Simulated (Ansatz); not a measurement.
# NaCaF3 (built on the sites of a database entry of CsCaF3): a soft mode frozen in

Aim: this structure of NaCaF3 (built on the sites of a database entry of CsCaF3) is to be tested for unstable modes, and one is followed downhill.

Program: Ansatz 0.2.0. Level of theory: DFT PBE+D3(BJ), scalar-relativistic, plane waves, PAW. Results are calculated unless marked as measured.

Most raw output is cut from this account.

The structure was built from a prototype and need not be the compound's stable phase.

## Step 1: Starting point

The structure is cubic, space group Pm-3m (No. 221). Conventional cell: a = 4.398 Å, b = 4.398 Å, c = 4.398 Å, α = 90.00°, β = 90.00°, γ = 90.00°. Nearest to Na lie 12 F at 3.11 Å. Ca has 6 F at 2.20 Å nearest. F has 2 Ca at 2.20 Å nearest. Farther neighbours and most contacts between anions are not listed.

## Step 2: The dispersion

The cell comes from relaxations at this level that are not shown. Stability and thermal properties need the whole zone. Linear response on a 2×2×2 q mesh gives force constants as far as a supercell of that size would, and the tensors from the zone-centre run are typed in so that the long-range dipole term is interpolated apart.

The input, input.yaml:

```yaml
crystal:
  lattice:
    - [4.3977833632, 0.0, 0.0]
    - [0.0, 4.3977833632, 0.0]
    - [0.0, 0.0, 4.3977833632]
  atoms:
    - { symbol: Na, position: [0.0, 0.0, 0.0] }
    - { symbol: Ca, position: [0.5, 0.5, 0.5] }
    - { symbol: F, position: [0.0, 0.5, 0.5] }
    - { symbol: F, position: [0.5, 0.0, 0.5] }
    - { symbol: F, position: [0.5, 0.5, 0.0] }
kpoints:
  mp_grid: { grid: [6, 6, 6] }
hamiltonian:
  xc: pbe
  dispersion: d3bj
scf:
  occupations: { method: fixed }
output:
  eigenvalues: true
phonons:
  method: dfpt
  qmesh: [2, 2, 2]
  temperatures: { t_max: 1000, t_step: 50 }
  qpath:
    path:
      - [[0.0, 0.0, 0.0], [0.0, 0.5, 0.0], [0.5, 0.5, 0.0], [0.0, 0.0, 0.0], [0.5, 0.5, 0.5], [0.0, 0.5, 0.0]]
      - [[0.5, 0.5, 0.5], [0.5, 0.5, 0.0]]
    npoints: 10
  non_analytic_term:
    high_frequency_dielectric_tensor: [[1.9558, 0.0, 0.0], [0.0, 1.9558, 0.0], [0.0, 0.0, 1.9558]]
    born_effective_charges:
      - { species: Na, tensor: [[1.1707, 0.0, 0.0], [0.0, 1.1707, 0.0], [0.0, 0.0, 1.1707]] }
      - { species: Ca, tensor: [[2.2737, 0.0, 0.0], [0.0, 2.2737, 0.0], [0.0, 0.0, 2.2737]] }
      - { species: F, tensor: [[-1.7077, 0.0, 0.0], [0.0, -0.8683, 0.0], [0.0, 0.0, -0.8683]] }
      - { species: F, tensor: [[-0.8683, 0.0, 0.0], [0.0, -1.7077, 0.0], [0.0, 0.0, -0.8683]] }
      - { species: F, tensor: [[-0.8683, 0.0, 0.0], [0.0, -0.8683, 0.0], [0.0, 0.0, -1.7077]] }
    source: "zone-centre run at this cell"
```

Run with:

```
$ ansatz run input.yaml --threads 4 --pin off --max-ram 7168MiB --backend cpu --events-out ev --progress --plain --runs-dir out
```

Run time: 4.1 min. Hardware: 4 threads of Arm Neoverse N1, shared host; peak memory 0.67 GiB.

Numbers from this step:

```yaml
gap_on_the_k_mesh: 5.068 eV
volume_per_atom: 17.01 Å³
sum_rule_residual_before_enforcement: 0.003758 eV/Å²
lowest_frequency_on_the_path: -137.5 cm⁻¹
point_group: m-3m
highest_frequency_on_the_path_or_at_a_solved_wavevector: 538.3 cm⁻¹
highest_optical_mode_at_the_zone_centre_no_lo_to_term: 448.3 cm⁻¹
lowest_optical_zone_centre_mode: -124.6 cm⁻¹
lowest_mode_on_the_q_mesh_acoustic_modes_at_gamma_apart: -137.5 cm⁻¹
```

Frequencies (cm⁻¹) solved at each irreducible wavevector; negative means imaginary. Frequencies by wavevector, by row:

| q in reciprocal lattice units | star | mode 1 | mode 2 | mode 3 | mode 4 | mode 13 | mode 14 | mode 15 |
| --- | --- | --- | --- | --- | --- | --- | --- | --- |
| 0 0 0 | 1 | -124.6 | -124.6 | -124.6 | -67.9 | 448.3 | 448.3 | 448.3 |
| 0 0 -0.5 | 3 | -111.9 | -111.9 | -65.6 | -65.6 | 447.7 | 447.7 | 472 |
| 0 -0.5 -0.5 | 3 | -136.9 | -123.5 | -123.5 | -75.5 | 404.7 | 447.1 | 489 |
| -0.5 -0.5 -0.5 | 1 | -137.5 | -137.5 | -137.5 | -115.5 | 404.4 | 404.4 | 505.4 |

Interpolated from a 2×2×2 q mesh, rough between the solved points, with the LO-TO term (at Γ the limit along the path; where Γ stands inside the path, tables give the limit on arrival). Phonon branches along the path, in cm⁻¹:

| point | branch 1 | branch 2 | branch 3 | branch 4 | branch 12 | branch 13 | branch 14 | branch 15 |
| --- | --- | --- | --- | --- | --- | --- | --- | --- |
| Γ | -125 | -125 | -68 | -68 | 212 | 448 | 448 | 538 |
| halfway | -119 | -119 | -61 | -61 | 268 | 448 | 448 | 514 |
| X | -112 | -112 | -66 | -66 | 351 | 448 | 448 | 472 |
| halfway | -127 | -101 | -99 | -97 | 341 | 420 | 447 | 493 |
| M | -137 | -124 | -124 | -76 | 333 | 405 | 447 | 489 |
| halfway | -127 | -111 | -93 | -72 | 266 | 430 | 448 | 514 |
| Γ | -125 | -125 | -68 | -68 | 212 | 448 | 448 | 538 |
| halfway | -122 | -122 | -104 | -76 | 266 | 430 | 430 | 516 |
| R | -138 | -138 | -138 | -115 | 310 | 404 | 404 | 505 |
| halfway | -123 | -118 | -110 | -100 | 332 | 416 | 431 | 504 |
| X | -112 | -112 | -66 | -66 | 351 | 448 | 448 | 472 |
| jump to R | -138 | -138 | -138 | -115 | 310 | 404 | 404 | 505 |
| halfway | -137 | -124 | -124 | -100 | 322 | 404 | 425 | 503 |
| M | -137 | -124 | -124 | -76 | 333 | 405 | 447 | 489 |

Symmetry leaves 4 wavevectors to solve. The lowest mode among them, the acoustic zeros apart, lies at q = (-0.5, -0.5, -0.5) and is imaginary, 137.5i cm⁻¹, so the energy falls along it.

## Step 3: The mode frozen in, largest atomic shift 0 Å

The mode followed lies at q = (-0.5, -0.5, -0.5) with frequency 137.5i cm⁻¹ and is 3-fold degenerate, the softest among the wavevectors solved. At small amplitude the distorted cell has space group no. 140 by a symmetry search on the positions. The undistorted cell that holds it gives the zero of energy on the same k mesh.

System of this step: NaCaF3 (built on the sites of a database entry of CsCaF3). The structure is cubic, space group Pm-3m (No. 221). The conventional cell has a = 4.398 Å, b = 4.398 Å, c = 4.398 Å, α = 90.00°, β = 90.00°, γ = 90.00°. Nearest to Na lie 12 F at 3.11 Å. Nearest to Ca lie 6 F at 2.20 Å. Nearest to F lie 2 Ca at 2.20 Å. Farther neighbours and most contacts between anions are not listed.

The input, input.yaml:

```yaml
crystal:
  lattice:
    - [4.3977833632, 4.3977833632, 0.0]
    - [4.3977833632, 0.0, 4.3977833632]
    - [4.3977833632, 0.0, -4.3977833632]
  atoms:
    - { symbol: Na, position: [0.0, 0.0, 0.0] }
    - { symbol: Na, position: [0.0, 0.5, 0.5] }
    - { symbol: Ca, position: [0.5, 0.25, 0.75] }
    - { symbol: Ca, position: [0.5, 0.75, 0.25] }
    - { symbol: F, position: [0.5, 0.0, 0.5] }
    - { symbol: F, position: [0.5, 0.5, 1.0] }
    - { symbol: F, position: [0.0, 0.5, 0.0] }
    - { symbol: F, position: [0.0, 0.0, 0.5] }
    - { symbol: F, position: [0.5, 0.0, 0.0] }
    - { symbol: F, position: [0.5, 0.5, 0.5] }
kpoints:
  mp_grid: { grid: [6, 6, 6] }
hamiltonian:
  xc: pbe
  dispersion: d3bj
scf:
  occupations: { method: gaussian, width: 0.02 }
output:
  forces: true
  stress: true
  eigenvalues: true
```

Elapsed: 8 s, on 4 threads; peak memory 0.54 GiB.

This step gave:

```
pressure                         : 0.005661 GPa
energy from the undistorted cell : 0 meV/atom
```

At this level the gap is 5.07 eV on the k-mesh of the self-consistent run, which can miss the band edges.

## Step 4: The mode frozen in, largest atomic shift 0.6 Å

The atoms are moved along the unstable eigenvector, the largest shift by 0.6 Å, with the cell fixed.

input.yaml, the sections that differ from step 3:

```yaml
crystal:
  lattice:
    - [4.3977833632, 4.3977833632, 0.0]
    - [4.3977833632, 0.0, 4.3977833632]
    - [4.3977833632, 0.0, -4.3977833632]
  atoms:
    - { symbol: Na, position: [0.0, 0.0, 0.0] }
    - { symbol: Na, position: [0.0, 0.5, 0.5] }
    - { symbol: Ca, position: [0.5, 0.25, 0.75] }
    - { symbol: Ca, position: [0.5, 0.75, 0.25] }
    - { symbol: F, position: [0.5, -0.0682161842, 0.5682161842] }
    - { symbol: F, position: [0.5, 0.5682161842, 0.9317838158] }
    - { symbol: F, position: [0.0, 0.5, 0.0] }
    - { symbol: F, position: [0.0, 0.0, 0.5] }
    - { symbol: F, position: [0.5, 0.0682161842, 0.0682161842] }
    - { symbol: F, position: [0.5, 0.4317838158, 0.4317838158] }
# kpoints, hamiltonian, scf, output: as in step 3
```

Wall time 6.7 s (4 threads); peak memory 0.59 GiB; 23 s of CPU time.

This step gave:

| Item | Value |
| --- | --- |
| pressure | -2.735 GPa |
| gap on the k-mesh | 5.437 eV |
| energy from the undistorted cell | -59.34 meV/atom |

The energy, extrapolated to zero smearing, is -59.34 meV/atom against the undistorted cell.

The run ends at a pressure of -2.73 GPa, with forces up to 0.22 eV/Å.

## Step 5: Energy along the mode, all amplitudes (two of the runs are shown above)

An imaginary frequency means negative curvature, so the energy should fall and then rise again as anharmonic terms take over.

Numbers from this step:

* depth at the lowest point sampled: 59.34 meV/atom
* largest atomic shift at that point: 0.6 Å

Table of energy from the parent by largest atomic shift:

| largest atomic shift (Å) | energy from the parent (meV/atom) |
| --- | --- |
| 0.000 | 0 |
| 0.040 | -0.422 |
| 0.080 | -1.68 |
| 0.140 | -5.07 |
| 0.220 | -12.1 |
| 0.320 | -24.0 |
| 0.450 | -41.7 |
| 0.600 | -59.3 |

Displacement at unit largest shift by atom:

| atom | x (Å) | y (Å) | z (Å) | size |
| --- | --- | --- | --- | --- |
| Na1 | 0.00 | 0.00 | 0.00 | 0.00 |
| Na2 | 0.00 | 0.00 | 0.00 | 0.00 |
| Ca3 | 0.00 | 0.00 | 0.00 | 0.00 |
| Ca4 | 0.00 | 0.00 | 0.00 | 0.00 |
| F5 | 0.00 | 0.00 | -1.00 | 1.00 |
| F6 | 0.00 | 0.00 | 1.00 | 1.00 |
| F7 | 0.00 | 0.00 | 0.00 | 0.00 |
| F8 | 0.00 | 0.00 | 0.00 | 0.00 |
| F9 | 1.00 | 0.00 | 0.00 | 1.00 |
| F10 | -1.00 | 0.00 | 0.00 | 1.00 |

The lowest of the steps tried is the last one, at 0.6 Å, 59.3 meV/atom below the parent; the bottom of the well need not coincide with a step.

## Step 6: Relaxation from the frozen mode

Starting from the lowest point found, all atoms and the cell are let go, so that strain and other modes of the same symmetry can join in.

input.yaml, as its differences from that of step 4:

```diff
@@ -22,3 +22,3 @@
 scf:
-  occupations: { method: gaussian, width: 0.02 }
+  occupations: { method: fixed }
 output:
@@ -27 +27,6 @@
   eigenvalues: true
+relax:
+  adjacent_minimum: "off"
+  f_tol: 0.002
+  max_steps: 120
+  cell: { stress_tol: 0.03 }
```

Wall time 61 s (4 threads); peak memory 0.63 GiB.

The steps of the relaxation:

| step | energy less that of the first step (eV) | largest force component (eV/Å) | pressure (GPa) | volume (Å³) |
| --- | --- | --- | --- | --- |
| 1 | 0.0000 | 0.2213 | -2.73 | 170.11 |
| 2 | -0.2546 | 0.0203 | -0.54 | 158.41 |
| 3 | -0.2636 | 0.0190 | 0.04 | 156.40 |
| 4 | -0.2633 | 0.0090 | 0.05 | 156.61 |
| 5 | -0.2630 | 0.0005 | 0.00 | 156.71 |
| 6* | -0.2423 | 0.0003 | -0.33 | 156.71 |
| 7 | -0.2462 | 0.0008 | 0.01 | 155.69 |
| 8* | -0.2434 | 0.0008 | -0.02 | 155.69 |

Relaxation steps marked * repeat the geometry before them on a plane-wave basis chosen anew for their cell, so energy and pressure can jump there.

The run keeps the 16 symmetry operations that it works with, so distortions that break them were not tested.

| conventional cell, symmetrised | before | after | change |
| --- | --- | --- | --- |
| a (Å) | 6.219 | 5.982 | -3.8 % |
| b (Å) | 6.219 | 5.982 | -3.8 % |
| c (Å) | 8.796 | 8.701 | -1.1 % |
| volume (Å³/atom) | 17.01 | 15.57 | -8.5 % |

The atoms that moved most (Å, as changes of fractional coordinates times the final cell):

| atom | dx | dy | dz | length |
| --- | --- | --- | --- | --- |
| F5 | 0.000 | 0.000 | -0.174 | 0.174 |
| F10 | -0.174 | 0.000 | 0.000 | 0.174 |
| F9 | 0.174 | 0.000 | 0.000 | 0.174 |
| F6 | 0.000 | 0.000 | 0.174 | 0.174 |

The relaxed structure:

```xyz
10
Lattice="4.2301 4.3504 0.0000 4.2301 0.0000 4.2301 4.2301 0.0000 -4.2301" Properties=species:S:1:pos:R:3 pbc="T T T"
Na    0.0000    0.0000    0.0000
Na    4.2301    0.0000    0.0000
Ca    6.3452    2.1752   -2.1151
Ca    6.3452    2.1752    2.1151
F     4.2301    2.1752   -2.8659
F     8.4603    2.1752   -1.3642
F     2.1151    0.0000    2.1151
F     2.1151    0.0000   -2.1151
F     2.8659    2.1752    0.0000
F     5.5943    2.1752    0.0000
```

This step gave:

```yaml
pressure: -0.01522 GPa
gap_on_the_k_mesh: 5.528 eV
volume_per_atom: 15.57 Å³
```

The distorted start has space group I4/mcm; the relaxation ends in I4/mcm.

## Step 7: Outcome

- unstable mode of the parent: q = (-0.5, -0.5, -0.5), 138i cm⁻¹
- depth at the lowest point sampled: 59.3 meV/atom
- largest atomic shift at that point: 0.6 Å
- space group reached (within 0.01 Å): I4/mcm
- energy gained over the parent (first relaxation, on the mesh of the frozen mode): 83.7 meV/atom
- volume per atom, phase reached: 15.6 Å³
- gap on the k-mesh, phase reached: 5.53 eV

In words: Along this mode the structure falls into I4/mcm, 83.7 meV/atom below the parent. At the parent's cell the well is 59.34 meV/atom deep on the steps tried, with its lowest point at a shift of 0.6 Å. That is the last step tried, so the steps alone don't bracket the bottom of the well. Relaxing atoms and cell changes the gain by +24.34 meV/atom against the lowest step (energies at zero smearing). The modes of the phase reached were not computed on this path. Of the 4 patterns followed to their end from this parent, this one ends 61.9 meV/atom above the lowest, Imma. Another end point lies within 1 meV/atom; how such a difference moves with mesh and cutoff was not tested. Each path keeps the symmetry of its pattern, so a lower phase may lie along a pattern not tried. The q mesh stands for a supercell only 8.8 Å across, so branches between the solved wavevectors are rough. In the phonons the program treats the change of the C6 weights of the dispersion term with coordination only in part. The starting cell was built on a prototype and not taken from a measurement, so the phase need not exist.

[Logs are printed without paths, hosts, clocks, repeated set-up lines and the standing remarks that a program may print on its own settings, such as how far it seeks lower states.]

[Hosts, paths, dates, database ids (printed as entryN), source tags and the programs' standing remarks are cut or masked in the printed files.]
